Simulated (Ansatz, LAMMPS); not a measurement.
# As in place of Si at several sites of amorphous Si (81 atoms): runs compared

At which site of amorphous Si (81 atoms) does As in place of Si cost least, and what about the site decides it?

Computed with Ansatz 0.2.0: Kohn-Sham DFT, PBE, PAW (set soft_2), plane waves.

## (1) The cell as built

The cell holds 81 atoms: 81 Si. Cell: a = 11.822 Å, b = 11.822 Å, c = 11.822 Å, α = 90.0°, β = 90.0°, γ = 90.0°. 81 atoms (81 Si) placed at random at 2.29 g/cm³, melted at 2500 K for 10 ps at fixed volume with the modified Tersoff potential (Kumagai, Izumi, Hara and Sakai, Comput. Mater. Sci. 39, 457 (2007)). Quenched from 2500 K to 700 K at 5 K/ps and fixed volume, annealed at 800 K for 50 ps, held 5 ps.

What the set-up can't give: The quench rate of 5 K/ps far exceeds what a furnace or splat quench reaches, so expect more defects and frozen-in strain than in a real sample. The starting topology of bonds comes from the classical model, and needn't be the one that DFT or experiment would give. Sampling is at Γ alone, for a cell whose shortest periodic width is 12 Å.

## (2) The reference run

The reference is a single point at the end of the relaxation.

Every defect cell starts from the geometry of this run and is relaxed in the fixed cell.

Its input, with most atom lines left out:

```yaml
crystal:
  lattice:
    - [11.8225, 0.0, 0.0]
    - [0.0, 11.8225, 0.0]
    - [0.0, 0.0, 11.8225]
  atoms:
    - { symbol: Si, position: [0.42691, 0.42774, 0.81216] }
    - { symbol: Si, position: [0.01075, 0.50006, 0.216] }
    - { symbol: Si, position: [0.73997, 0.08727, 0.53947] }
    - { symbol: Si, position: [0.81137, 0.92207, 0.44514] }
    - { symbol: Si, position: [0.10855, 0.17228, 0.71842] }
    - { symbol: Si, position: [0.49599, 0.91306, 0.82273] }
    - { symbol: Si, position: [0.48502, 0.28266, 0.52349] }
    [... atom lines 8 to 81 left out ...]
kpoints:
  mp_grid: { grid: [1, 1, 1] }
hamiltonian:
  xc: pbe
scf:
  occupations: { method: fermi_dirac, width: 0.025 }
output:
  forces: true
  stress: true
  populations: true
  dos:
    method: { smearing: { sigma: 0.1 } }
    de: 0.1
    projected: { site_lists: { Si: [Si] } }
  eigenvalues: true
  write_density: true
  write_potential: true
  volumetric_format: npy
  elf: true
```

```
free energy per atom   : -635.5924 eV/atom
r.m.s. force component : 0.00569 eV/Å
pressure               : 1.085 GPa
```

Filled and empty levels are parted by 0.217 eV (at Γ alone); a semilocal functional tends to put such gaps too low. In a disordered cell it changes from sample to sample, and tail or defect levels can set it.

## (3) The runs

Each row is one run, on 4 threads of Intel Xeon 6975P-C (Granite Rapids), shared host. The free energy is the program's total, comparable only between runs with the same functional, potentials and atoms.

```csv
run,atoms,outcome,"ionic steps, all passes",free energy (eV),time,host memory (GiB)
Single point at the start,81,converged,-,-51475.579,5.7 s,1.6
Relaxation,81,converged,14,-51482.984,53 s,1.6
Single point at the relaxed geometry,81,converged,-,-51482.984,9.8 s,1.6
"As on a site of Si, site Si48",81,converged,4,-55704.148,26 s,1.7
"As on a site of Si, site Si55",81,converged,7,-55703.469,41 s,1.8
"As on a site of Si, site Si20",81,converged,4,-55703.270,25 s,1.7
"As on a site of Si, site Si72",81,converged,3,-55703.413,19 s,1.8
"As on a site of Si, site Si28",81,converged,5,-55703.327,32 s,1.8
"As on a site of Si, site Si44",81,converged,4,-55703.723,26 s,1.7
```

Local excerpt of 10 atoms (numbers count through the whole input) about site Si48, the cheapest one, after relaxation; x, y, z are measured from there.

```
atom      x      y      z  distance (Å)  bonds
As48  -0.10   0.02  -0.02          0.10      3
Si44   2.04  -0.61  -0.82          2.29      4
 Si6   0.70   0.81   2.05          2.31      4
Si43  -0.69   2.10  -0.95          2.40      4
Si54  -0.35  -2.87   0.91          3.03      4
Si74  -1.87  -1.05  -2.22          3.09      4
Si57   0.31  -1.45   2.86          3.22      4
Si42   1.64  -2.89  -0.27          3.33      4
Si12  -2.35  -2.38  -0.32          3.35      4
Si17  -2.74   1.06  -1.64          3.37      4
```

The column of bonds counts only the pairs Si-Si within 2.88 Å, Si-As within 2.77 Å; other neighbours, such as metal atoms beside each other in a compound, aren't counted, and periodic images can show an atom twice.

## (4) The sites compared

All these cells hold the same atoms, so their energies can be compared with no chemical potential.

| site | neighbours | mean distance (Å) | atoms within 6 Å | energy over the best site (eV) | before relaxation (eV) | gain on relaxing (eV) |
| --- | --- | --- | --- | --- | --- | --- |
| Si48 | Si3 | 2.32 | 44 | 0.00 | 0.00 | 0.12 |
| Si44 | Si4 | 2.37 | 43 | 0.42 | 0.48 | 0.18 |
| Si55 | Si5 | 2.55 | 43 | 0.68 | 0.89 | 0.33 |
| Si72 | Si4 | 2.33 | 46 | 0.74 | 0.79 | 0.17 |
| Si28 | Si4 | 2.42 | 43 | 0.82 | 0.91 | 0.20 |
| Si20 | Si4 | 2.39 | 48 | 0.88 | 0.96 | 0.20 |

Neighbours are those of the relaxed host within 2.83 Å (Si-Si); other pairs aren't counted.

## (5) What came out

The cheapest site is Si48 (3 neighbours, Si3); the dearest, Si20 (4 neighbours, Si4), costs 0.88 eV more. By coordination the energies over the best site are 0.00 eV with 3 neighbours, 0.42 to 0.88 eV with 4 neighbours and 0.68 eV with 5 neighbours. Relaxation gains 0.12 to 0.33 eV and leaves the best site the same.

Caveats: Defects are neutral and interact with their images. In a disordered cell the relaxation can also rearrange atoms far from the site. Only 6 of the 81 Si sites were tried; unless symmetry makes the others alike to these, a cheaper one may exist. The change leaves an odd electron count, and these runs have no spin polarisation.

The DFT runs together took 4 min of wall time.

[Logs are printed without paths, hosts, clocks, repeated set-up lines and the standing remarks that a program may print on its own settings, such as how far it seeks lower states.]

[Hosts, paths, dates, database ids (printed as entryN), source tags and the programs' standing remarks are cut or masked in the printed files.]
